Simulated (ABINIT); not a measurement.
## Excitons of Selenium (P3_121, 3 atoms a cell) on ever denser meshes

How far does the k mesh set the exciton binding of Selenium (P3_121, 3 atoms a cell)?

Program: ABINIT 10.8.3. Level of theory: PBE and many-body steps on it, plane waves. Results are calculated unless marked as measured.

Report form: the programs' logs are mostly left out.

### 1. The structure

The structure is trigonal, space group P3_121 (No. 152). The conventional cell has a = 4.366 Å, b = 4.366 Å, c = 4.954 Å, α = 90.00°, β = 90.00°, γ = 120.00°. Nearest to Se lie 2 Se at 2.37 Å.

The cell and positions come from the Crystallography Open Database and are kept as given unless a step says otherwise.

### 2. Empty states on the mesh, 3×3×2 mesh, 119 bands

This step: ABINIT 10.8.3; DFT, PBE, plane waves, norm-conserving pseudopotentials.

The sums over transitions need many empty states on a uniform mesh; this step solves for them.

File run.abi:

```
acell 3*1.0 Angstrom
rprim 
  4.366199999998 0.000000000000 0.000000000000
  -2.183099999999 3.781240118002 0.000000000000
  0.000000000000 0.000000000000 4.953600000000
ntypat 1
znucl 34
natom 3
typat 1 1 1
xred 
  0.225400000000 0.000000000000 0.333333333333
  0.000000000000 0.225400000000 0.666666666667
  0.774600000000 0.774600000000 -0.000000000000
pp_dirpath "pseudos"
pseudos "Se.upf"
ecut 48
ngkpt 3 3 2
nshiftk 1
shiftk 0 0 0
kptopt 1
chksymbreak 0
iscf -2
irdden 1
istwfk *1
nband 119
nbdbuf 10
tolwfr 1e-09
nstep 60
prtvol 0
indata_prefix "in"
outdata_prefix "out"
tmpdata_prefix "tmp"
```

Command:

```bash
> OMP_NUM_THREADS=1 mpirun -n 4 abinit run.abi > log
```

It took 47 s on 4 MPI ranks of Arm Neoverse V2, shared host; peak memory 0.42 GiB.

This step gave:

| Item | Value |
| --- | --- |
| gap | 1.261 eV |
| k of the valence top | 0.3333, 0.3333, 0.5 |
| k of the conduction bottom | 0.3333, 0.3333, 0.5 |
| least direct gap | 1.261 eV |
| k points computed | 6 |
| lowest point of the top converged band, above the valence top | 45.70 eV |

On this mesh the gap is 1.261 eV.

The density comes from a self-consistent run that is not shown.

### 3. Screening, 3×3×2 mesh, 109 bands, screening to 119.7 eV

The RPA dielectric matrix is built and inverted for each q.

This step: RPA screening on PBE, plane waves, norm-conserving pseudopotentials.

Changes to run.abi since step 2:

```diff
@@ -21,10 +21,11 @@
 chksymbreak 0
-iscf -2
-irdden 1
 istwfk *1
-nband 119
-nbdbuf 10
-tolwfr 1e-09
-nstep 60
-prtvol 0
+occopt 1
+irdwfk 1
+optdriver 3
+nband 109
+ecuteps 4.4
+inclvkb 2
+awtr 1
+symchi 1
 indata_prefix "in"
```

Elapsed: 46 s, on 4 MPI ranks; peak memory 1.7 GiB.

Numbers from this step:

| Quantity | Value |
| --- | --- |
| ε∞ with local fields, on this mesh, along the program's q direction | 15.71 |
| the same without local fields | 17.87 |
| plasma frequency | 34.84 eV |
| plane waves in the screening matrix | 237 |

Local fields lower ε∞ by 12 %. On a Γ-centred mesh this coarse the value itself is usually too large, while a short band sum pulls it down.

### 4. Self-energy, 3×3×2 mesh, 109 bands, screening to 119.7 eV

The self-energy is evaluated for the states that the input lists, and the levels follow from it, in one-shot runs by the linearised quasiparticle equation.

This step: G0W0 on PBE, plane waves, norm-conserving pseudopotentials.

Changes to run.abi since step 3:

```diff
@@ -24,8 +24,17 @@
 irdwfk 1
-optdriver 3
+optdriver 4
 nband 109
+gwcalctyp 0
+ecutsigx 48
+symsigma 1
+nkptgw 2
+kptgw 
+  0.3333333333 0.3333333333 0.5000000000
+  0.0000000000 0.0000000000 0.0000000000
+bdgw 
+  35 39
+  34 38
 ecuteps 4.4
-inclvkb 2
-awtr 1
-symchi 1
+irdscr 1
+ppmodel 1
 indata_prefix "in"
```

Run time: 8 s. Hardware: 4 MPI ranks; peak memory 1.1 GiB.

Numbers from this step:

```
G0W0 gap on the points computed              : 1.911 eV
starting gap on the mesh                     : 1.261 eV
k of the valence top                         : 0.3333, 0.3333, 0.5
k of the conduction bottom                   : 0.3333, 0.3333, 0.5
least direct G0W0 gap on the computed points : 1.911 eV
```

The gap on the mesh goes from 1.26 eV to 1.91 eV, a correction of +0.65 eV.

The gap opens by 0.650 eV; the next steps shift the empty bands rigidly by 0.650 eV.

### 5. Excitons

Optical absorption needs the electron-hole interaction, solved here in a basis of vertical transitions on the mesh.

This step: Bethe-Salpeter equation on PBE with a scissors shift, plane waves, norm-conserving pseudopotentials.

Changes to run.abi since step 4:

```diff
@@ -24,17 +24,17 @@
 irdwfk 1
-optdriver 4
-nband 109
-gwcalctyp 0
-ecutsigx 48
-symsigma 1
-nkptgw 2
-kptgw 
-  0.3333333333 0.3333333333 0.5000000000
-  0.0000000000 0.0000000000 0.0000000000
-bdgw 
-  35 39
-  34 38
-ecuteps 4.4
+optdriver 99
+bs_calctype 1
+mbpt_sciss 0.650 eV
+bs_loband 31
+nband 40
+bs_exchange_term 1
+bs_coulomb_term 11
+bs_coupling 0
+bs_algorithm 1
+bs_freq_mesh 0 8 0.05 eV
+zcut 0.15 eV
+ecuteps 4
+ecutwfn 24
+inclvkb 2
 irdscr 1
-ppmodel 1
 indata_prefix "in"
```

Wall time 7.7 s (4 MPI ranks); peak memory 0.56 GiB.

Numbers from this step:

| Property | Result |
| --- | --- |
| direct gap of the transition levels | 1.911 eV |
| transitions in the window | 432 |
| first strong exciton (over a fiftieth of the strongest listed) | 1.723 eV |
| lowest state | 1.723 eV |
| binding of the lowest state below the direct gap | 0.1875 eV |
| Coulomb term of one mesh cell | 0.2289 eV |

The binding is 0.82 times the screened Coulomb term of one mesh cell (0.23 eV), so it is not shown settled.

The lowest state lies at 1.723 eV, 0.188 eV under the direct gap.

Lines within 3 meV are set at the lowest of them, and the highest group, which the list may cut short, is left out. Lines of the exciton spectrum (strongest = 100):

```tsv
position (eV)	lines merged	oscillator strength, relative
1.724	2	100
1.739	2	3.6
2.440	1	77
2.507	1	5.6
2.742	1	6.5
2.754	1	1.6
2.759	1	0.5
2.767	1	6.0
2.776	1	2.7
2.790	1	0.3
2.799	1	1.4
2.804	1	3.0
2.808	1	5.0
```

The ε₂ has structure finer than the step of the table below, so its rows give means over 0.2 eV, whole bins alone (the curve runs from 0 to 7.95 eV). Peaks (eV: height): BSE 1.75: 23.3, 2.45: 21.0, 3.35: 30.1; no electron-hole interaction 1.90: 23.5, 2.70: 17.9, 3.60: 30.3, 6.40: 7.16; Kohn-Sham, no shift 1.25: 23.4, 2.05: 17.8, 2.95: 30.3, 5.75: 7.15.

Mean over the three Cartesian directions of q; broadening 0.15 eV; transition window only. Limits: finite bands, cutoff and mesh; no spin-orbit coupling; coarse k mesh; exciton not shown settled in the k mesh. ε₂ against photon energy; means over each step:

```tsv
photon energy (eV)	BSE	no electron-hole interaction	Kohn-Sham, no shift
0.2	0.133	0.0995	0.290
0.4	0.283	0.209	0.657
0.6	0.474	0.342	1.25
0.8	0.750	0.521	2.53
1.0	1.22	0.790	6.57
1.2	2.17	1.26	18.9
1.4	4.86	2.25	14.2
1.6	14.8	5.13	6.36
1.8	18.8	15.7	7.68
2.0	8.25	17.7	15.7
2.2	8.61	7.29	12.8
2.4	18.0	6.70	10.2
2.6	14.4	14.1	10.4
2.8	11.3	14.1	22.1
3.0	10.1	10.9	28.9
3.2	20.4	9.44	18.1
3.4	27.7	18.4	13.8
3.6	17.2	29.2	13.7
3.8	10.8	21.3	10.6
4.0	11.2	13.8	7.53
4.2	9.54	13.9	7.42
4.4	6.41	11.8	6.12
4.6	6.50	8.03	5.72
4.8	5.66	7.44	3.39
5.0	4.64	6.37	2.86
5.2	3.16	6.02	2.61
5.4	2.04	3.96	2.90
5.6	1.87	2.81	5.28
5.8	1.87	2.78	7.00
6.0	3.28	2.62	6.68
6.2	4.52	4.57	4.61
6.4	4.67	6.89	5.09
6.6	3.87	6.87	6.14
6.8	3.36	5.14	4.84
7.0	4.43	4.62	4.12
7.2	3.79	6.21	3.47
7.4	2.96	5.13	3.55
7.6	2.41	4.36	3.38
7.8	2.74	3.50	3.21
```

### 6. Triplet (no exchange term)

Changes to run.abi since step 5:

```diff
@@ -27,5 +27,5 @@
 mbpt_sciss 0.650 eV
-bs_loband 31
-nband 40
-bs_exchange_term 1
+bs_loband 33
+nband 39
+bs_exchange_term 0
 bs_coulomb_term 11
@@ -33,3 +33,3 @@
 bs_algorithm 1
-bs_freq_mesh 0 8 0.05 eV
+bs_freq_mesh 0 6 0.05 eV
 zcut 0.15 eV
```

The job ended after 3.9 s (4 MPI ranks; peak memory 0.56 GiB; 15 s of CPU time).

The lowest triplet lies at 1.612 eV; without spin-orbit coupling triplets are dark, so no spectrum is read.

### 7. Beyond Tamm-Dancoff

Changes to run.abi since step 6:

```diff
@@ -29,5 +29,5 @@
 nband 39
-bs_exchange_term 0
+bs_exchange_term 1
 bs_coulomb_term 11
-bs_coupling 0
+bs_coupling 1
 bs_algorithm 1
```

The job ended after 5.3 s (4 MPI ranks; peak memory 0.55 GiB; 21 s of CPU time).

Numbers from this step:

```yaml
direct_gap_of_the_transition_levels: 1.911 eV
transitions_in_the_window: 216
lowest_state: 1.72 eV
binding_of_the_lowest_state_below_the_direct_gap: 0.1910 eV
coulomb_term_of_one_mesh_cell: 0.2289 eV
```

The binding is 0.83 times the screened Coulomb term of one mesh cell (0.23 eV), so it is not shown settled.

The lowest state lies at 1.720 eV, 0.191 eV under the direct gap.

### 8. Model screening

Changes to run.abi since step 7:

```diff
@@ -27,9 +27,9 @@
 mbpt_sciss 0.650 eV
-bs_loband 33
-nband 39
+bs_loband 31
+nband 40
 bs_exchange_term 1
-bs_coulomb_term 11
-bs_coupling 1
-bs_algorithm 1
-bs_freq_mesh 0 6 0.05 eV
+bs_coulomb_term 21
+bs_coupling 0
+bs_algorithm 2
+bs_freq_mesh 0 8 0.05 eV
 zcut 0.15 eV
@@ -38,3 +38,6 @@
 inclvkb 2
-irdscr 1
+mdf_epsinf 15.71
+irdden 1
+bs_haydock_niter 300
+bs_haydock_tol -0.02 0
 indata_prefix "in"
```

Wall time 9.1 s (4 MPI ranks); peak memory 0.55 GiB; 36 s of CPU time.

This step gave:

| Item | Value |
| --- | --- |
| direct gap of the transition levels | 1.911 eV |
| transitions in the window | 432 |
| Coulomb term of one mesh cell | 0.2289 eV |

### 9. Empty states on the mesh, 3×3×4 mesh, 51 bands

This step: DFT, PBE, plane waves, norm-conserving pseudopotentials.

File run.abi:

```
acell 3*1.0 Angstrom
rprim 
  4.366199999998 0.000000000000 0.000000000000
  -2.183099999999 3.781240118002 0.000000000000
  0.000000000000 0.000000000000 4.953600000000
ntypat 1
znucl 34
natom 3
typat 1 1 1
xred 
  0.225400000000 0.000000000000 0.333333333333
  0.000000000000 0.225400000000 0.666666666667
  0.774600000000 0.774600000000 -0.000000000000
pp_dirpath "pseudos"
pseudos "Se.upf"
ecut 48
ngkpt 3 3 4
nshiftk 1
shiftk 0.11 0.21 0.31
kptopt 3
chksymbreak 0
iscf -2
irdden 1
istwfk *1
nband 51
nbdbuf 4
tolwfr 1e-09
nstep 60
prtvol 0
indata_prefix "in"
outdata_prefix "out"
tmpdata_prefix "tmp"
```

Elapsed: 70 s, on 4 MPI ranks; peak memory 0.55 GiB; 4.7 min of CPU time.

Numbers from this step:

| Item | Value |
| --- | --- |
| gap | 1.383 eV |
| k of the valence top | 0.37, 0.07, -0.4225 |
| k of the conduction bottom | 0.0367, 0.07, -0.4225 |
| least direct gap | 1.568 eV |
| k points computed | 36 |
| lowest point of the top converged band, above the valence top | 11.12 eV |

On this mesh the gap is 1.383 eV.

### 10. Denser, shifted k mesh (3×3×4)

This step: Bethe-Salpeter equation on PBE with a scissors shift, plane waves, norm-conserving pseudopotentials.

Changes to run.abi since step 9:

```diff
@@ -21,10 +21,23 @@
 chksymbreak 0
-iscf -2
+istwfk *1
+occopt 1
+irdwfk 1
+optdriver 99
+bs_calctype 1
+mbpt_sciss 0.650 eV
+bs_loband 31
+nband 40
+bs_exchange_term 1
+bs_coulomb_term 21
+bs_coupling 0
+bs_algorithm 2
+bs_freq_mesh 0 8 0.05 eV
+zcut 0.15 eV
+ecuteps 3
+ecutwfn 24
+inclvkb 2
+mdf_epsinf 15.71
 irdden 1
-istwfk *1
-nband 51
-nbdbuf 4
-tolwfr 1e-09
-nstep 60
-prtvol 0
+bs_haydock_niter 300
+bs_haydock_tol -0.02 0
 indata_prefix "in"
```

Wall time 31 s (4 MPI ranks); peak memory 1.9 GiB.

This step gave:

- direct gap of the transition levels: 2.217 eV
- transitions in the window: 864
- Coulomb term of one mesh cell: 0.1817 eV

Mean over the three Cartesian directions of q; broadening 0.15 eV; transition window only. Limits: finite bands, cutoff and mesh; no spin-orbit coupling; coarse k mesh; exciton not shown settled in the k mesh. Table of ε₂ by photon energy; read off at these points:

```tsv
photon energy (eV)	BSE	no electron-hole interaction	Kohn-Sham, no shift
0.00	0	0	0
0.20	0.0462	0.0401	0.0836
0.40	0.0954	0.0825	0.176
0.60	0.151	0.129	0.291
0.80	0.218	0.185	0.450
1.00	0.304	0.253	0.707
1.20	0.424	0.345	1.23
1.40	0.611	0.477	2.78
1.60	0.950	0.691	6.60
1.80	1.75	1.11	6.48
2.00	4.52	2.24	7.12
2.20	6.88	5.90	7.07
2.40	6.70	6.55	9.01
2.60	7.96	6.77	16.0
2.75	8.19	7.26	20.4
2.80	8.70	7.11	20.4
3.00	13.2	8.30	18.5
3.20	21.4	13.7	17.0
3.25	21.6	16.0	16.6
3.40	19.1	20.4	14.5
3.60	16.6	18.8	12.6
3.80	14.1	17.3	10.8
4.00	11.3	15.3	9.74
4.20	10.1	12.7	8.05
4.40	8.22	11.4	6.11
4.60	6.93	10.1	5.07
4.80	5.66	8.42	4.91
5.00	4.27	6.65	4.31
5.20	3.76	5.26	4.24
5.40	3.51	4.97	4.39
5.60	3.08	4.50	3.93
5.80	3.32	4.20	4.13
6.00	3.25	4.41	4.49
6.20	2.79	4.05	4.80
6.40	2.90	4.06	5.08
6.60	3.13	4.34	4.69
6.80	3.18	4.73	4.71
7.00	3.44	4.99	4.78
7.20	3.75	4.74	5.01
7.40	3.45	4.79	4.58
7.60	3.52	4.70	3.53
7.80	3.41	5.02	3.52
```

### 11. Empty states on the mesh, 6×6×4 mesh, 51 bands

This step: DFT, PBE, plane waves, norm-conserving pseudopotentials.

File run.abi:

```
acell 3*1.0 Angstrom
rprim 
  4.366199999998 0.000000000000 0.000000000000
  -2.183099999999 3.781240118002 0.000000000000
  0.000000000000 0.000000000000 4.953600000000
ntypat 1
znucl 34
natom 3
typat 1 1 1
xred 
  0.225400000000 0.000000000000 0.333333333333
  0.000000000000 0.225400000000 0.666666666667
  0.774600000000 0.774600000000 -0.000000000000
pp_dirpath "pseudos"
pseudos "Se.upf"
ecut 48
ngkpt 6 6 4
nshiftk 1
shiftk 0.11 0.21 0.31
kptopt 3
chksymbreak 0
iscf -2
irdden 1
istwfk *1
nband 51
nbdbuf 4
tolwfr 1e-09
nstep 60
prtvol 0
indata_prefix "in"
outdata_prefix "out"
tmpdata_prefix "tmp"
```

Elapsed: 4.7 min, on 4 MPI ranks; peak memory 1.3 GiB; 19 min of CPU time.

Numbers from this step:

```yaml
gap: 1.294 eV
k_of_the_valence_top: 0.0183, -0.465, -0.4225
k_of_the_conduction_bottom: 0.0183, 0.035, -0.4225
least_direct_gap: 1.438 eV
k_points_computed: 144
lowest_point_of_the_top_converged_band_above_the_valence_top: 10.86 eV
```

On this mesh the gap is 1.294 eV.

### 12. Denser, shifted k mesh (6×6×4)

This step: Bethe-Salpeter equation on PBE with a scissors shift, plane waves, norm-conserving pseudopotentials.

Changes to run.abi since step 11:

```diff
@@ -21,10 +21,23 @@
 chksymbreak 0
-iscf -2
+istwfk *1
+occopt 1
+irdwfk 1
+optdriver 99
+bs_calctype 1
+mbpt_sciss 0.650 eV
+bs_loband 31
+nband 40
+bs_exchange_term 1
+bs_coulomb_term 21
+bs_coupling 0
+bs_algorithm 2
+bs_freq_mesh 0 8 0.05 eV
+zcut 0.15 eV
+ecuteps 3
+ecutwfn 24
+inclvkb 2
+mdf_epsinf 15.71
 irdden 1
-istwfk *1
-nband 51
-nbdbuf 4
-tolwfr 1e-09
-nstep 60
-prtvol 0
+bs_haydock_niter 300
+bs_haydock_tol -0.02 0
 indata_prefix "in"
```

Run time: 5.7 min. Hardware: 4 MPI ranks; peak memory 7 GiB.

Numbers from this step:

- direct gap of the transition levels: 2.087 eV
- transitions in the window: 3456
- Coulomb term of one mesh cell: 0.1144 eV

Mean over the three Cartesian directions of q; broadening 0.15 eV; transition window only. Limits: finite bands, cutoff and mesh; no spin-orbit coupling; exciton not shown settled in the k mesh. ε₂ against photon energy; read off at these points:

```tsv
photon energy (eV)	BSE	no electron-hole interaction	Kohn-Sham, no shift
0.000	0	0	0
0.250	0.0592	0.051	0.108
0.500	0.124	0.106	0.236
0.750	0.204	0.172	0.419
1.000	0.311	0.258	0.757
1.250	0.478	0.382	1.72
1.500	0.791	0.593	4.86
1.750	1.65	1.06	6.37
2.000	4.91	2.80	6.22
2.250	6.73	5.44	8.15
2.500	6.74	6.55	13.0
2.750	9.18	6.68	18.4
2.900	12.6	8.18	20.2
3.000	15.0	9.93	19.5
3.250	19.6	15.0	16.2
3.350	20.5	17.2	15.2
3.500	18.9	20.0	13.1
3.550	17.9	20.2	12.7
3.750	14.3	18.0	12.2
4.000	11.4	15.2	9.40
4.250	9.98	12.5	7.28
4.500	7.50	11.1	5.46
4.750	5.66	8.58	4.55
5.000	4.17	6.46	4.28
5.250	3.42	5.03	4.56
5.500	3.16	4.32	4.30
5.750	3.33	4.38	4.08
6.000	3.27	4.61	4.30
6.250	2.84	4.14	4.48
6.500	2.95	4.17	4.76
6.750	3.10	4.33	5.40
7.000	3.33	4.59	5.03
7.250	3.90	4.95	4.68
7.500	3.61	5.37	4.31
7.750	3.18	4.88	3.69
```

### 13. Window without empty bands

Changes to run.abi since step 12:

```diff
@@ -16,6 +16,6 @@
 ecut 48
-ngkpt 6 6 4
+ngkpt 3 3 2
 nshiftk 1
-shiftk 0.11 0.21 0.31
-kptopt 3
+shiftk 0 0 0
+kptopt 1
 chksymbreak 0
@@ -27,17 +27,14 @@
 mbpt_sciss 0.650 eV
-bs_loband 31
-nband 40
+bs_loband 34
+nband 36
 bs_exchange_term 1
-bs_coulomb_term 21
+bs_coulomb_term 11
 bs_coupling 0
-bs_algorithm 2
-bs_freq_mesh 0 8 0.05 eV
+bs_algorithm 1
+bs_freq_mesh 0 5 0.05 eV
 zcut 0.15 eV
-ecuteps 3
+ecuteps 4
 ecutwfn 24
 inclvkb 2
-mdf_epsinf 15.71
-irdden 1
-bs_haydock_niter 300
-bs_haydock_tol -0.02 0
+irdscr 1
 indata_prefix "in"
```

Elapsed: 1.2 s, on 4 MPI ranks; peak memory 0.06 GiB.

The run stopped with an error after 1.2 s.

The program's words: BSp%nbnds cannot be smaller than homo while BSp%nbnds = 36 and Dtset%nelect =    72.00

The fault put into this input: window without empty bands.

### 14. The runs together

Times are wall times on 4 MPI ranks of Arm Neoverse V2, shared host, good to a factor of about two.

```tsv
run	mesh	transitions	broadening (eV)	direct gap (eV)	lowest state (eV)	binding (eV)	mesh cell's term (eV)	tallest peak (eV)	height	time
excitons	3×3×2	432	0.15	1.911	1.723	0.188	0.229	3.35	30.1	7.7 s
triplet (no exchange term)	3×3×2	216	0.15	1.911	1.612	0.299	0.229	-	-	3.9 s
beyond Tamm-Dancoff	3×3×2	216	0.15	1.911	1.720	0.191	0.229	3.35	29.3	5.3 s
model screening	3×3×2	432	0.15	1.911	-	-	0.229	3.40	28.7	9.1 s
denser, shifted k mesh (3×3×4)	3×3×4	864	0.15	2.217	-	-	0.182	3.25	21.6	31 s
denser, shifted k mesh (6×6×4)	6×6×4	3456	0.15	2.087	-	-	0.114	3.35	20.5	5.7 min
```

### 15. Outcome

```
excitons                       : lowest state 1.723 eV (not settled in the k mesh)
triplet (no exchange term)     : lowest state 1.612 eV (not settled in the k mesh)
beyond Tamm-Dancoff            : lowest state 1.720 eV (not settled in the k mesh)
model screening                : tallest peak 3.4 eV
denser, shifted k mesh (3×3×4) : tallest peak 3.2 eV
denser, shifted k mesh (6×6×4) : tallest peak 3.4 eV
```

What this shows: On the 3×3×2 mesh the lowest exciton lies at 1.723 eV, 0.188 eV below the direct gap; one cell of the mesh carries a screened Coulomb term of 0.23 eV by a cubic estimate, rough for this lattice, so this binding is not shown settled. Triplet (no exchange term), against «excitons (3×3×2)»: the lowest state moves by −0.111 eV (keys changed: bs_loband, nband, bs_exchange_term and bs_freq_mesh). Triplets are dark. Beyond Tamm-Dancoff, against «excitons (3×3×2)»: the lowest state stays within 0.01 eV (keys changed: bs_loband, nband, bs_coupling and bs_freq_mesh). Model screening, against «excitons (3×3×2)»: the tallest peak goes from 3.35 eV to 3.40 eV (keys changed: bs_coulomb_term, bs_algorithm, irdscr, mdf_epsinf, irdden, bs_haydock_niter and bs_haydock_tol). Denser, shifted k mesh (3×3×4), against «model screening (3×3×2)»: the tallest peak goes from 3.40 eV to 3.25 eV (keys changed: ngkpt, shiftk, kptopt and ecuteps). Denser, shifted k mesh (6×6×4), against «denser, shifted k mesh (3×3×4)»: the tallest peak goes from 3.25 eV to 3.35 eV (keys changed: ngkpt). For «beyond Tamm-Dancoff» the program prints the energy to 0.01 eV alone, so further digits and smaller shifts mean nothing. A rigid shift treats all transitions alike. In the G0W0 table the openings from the upper filled bands to the empty bands at the same k run from +0.65 to +0.94 eV (median +0.80), where the shift is +0.65 eV, so peaks stand off by such differences. Lines within a few meV of each other can be one level split by numerical noise, or distinct levels. Screening is static and electronic alone, and only transitions inside the band window count. The 3×3×2 mesh is coarse for this cell, which bears on the long-range parts of exchange and screening. The many-body steps are scalar-relativistic: spin-orbit coupling is not in them.

[Paths, hosts, dates, memory and timing lines, banners, echoed tables and standing remarks are left out of the program output.]

[Logs are printed without paths, hosts, clocks, repeated set-up lines and the standing remarks that a program may print on its own settings, such as how far it seeks lower states.]

[Runs of the session that timed out or met a known fault of the program may be left out.]

[Hosts, paths, dates, database ids (printed as entryN), source tags and the programs' standing remarks are cut or masked in the printed files.]

[G0W0 gaps are taken among the corrected bands and points alone; a level outside them can change the order at an edge.]

[Where Ansatz stands beside ABINIT at settings called matched, ABINIT's density can come from a denser mesh and the files from another edition; pairs whose starting gaps differed by over 0.03 eV were left out, so agreement reads better than it is.]
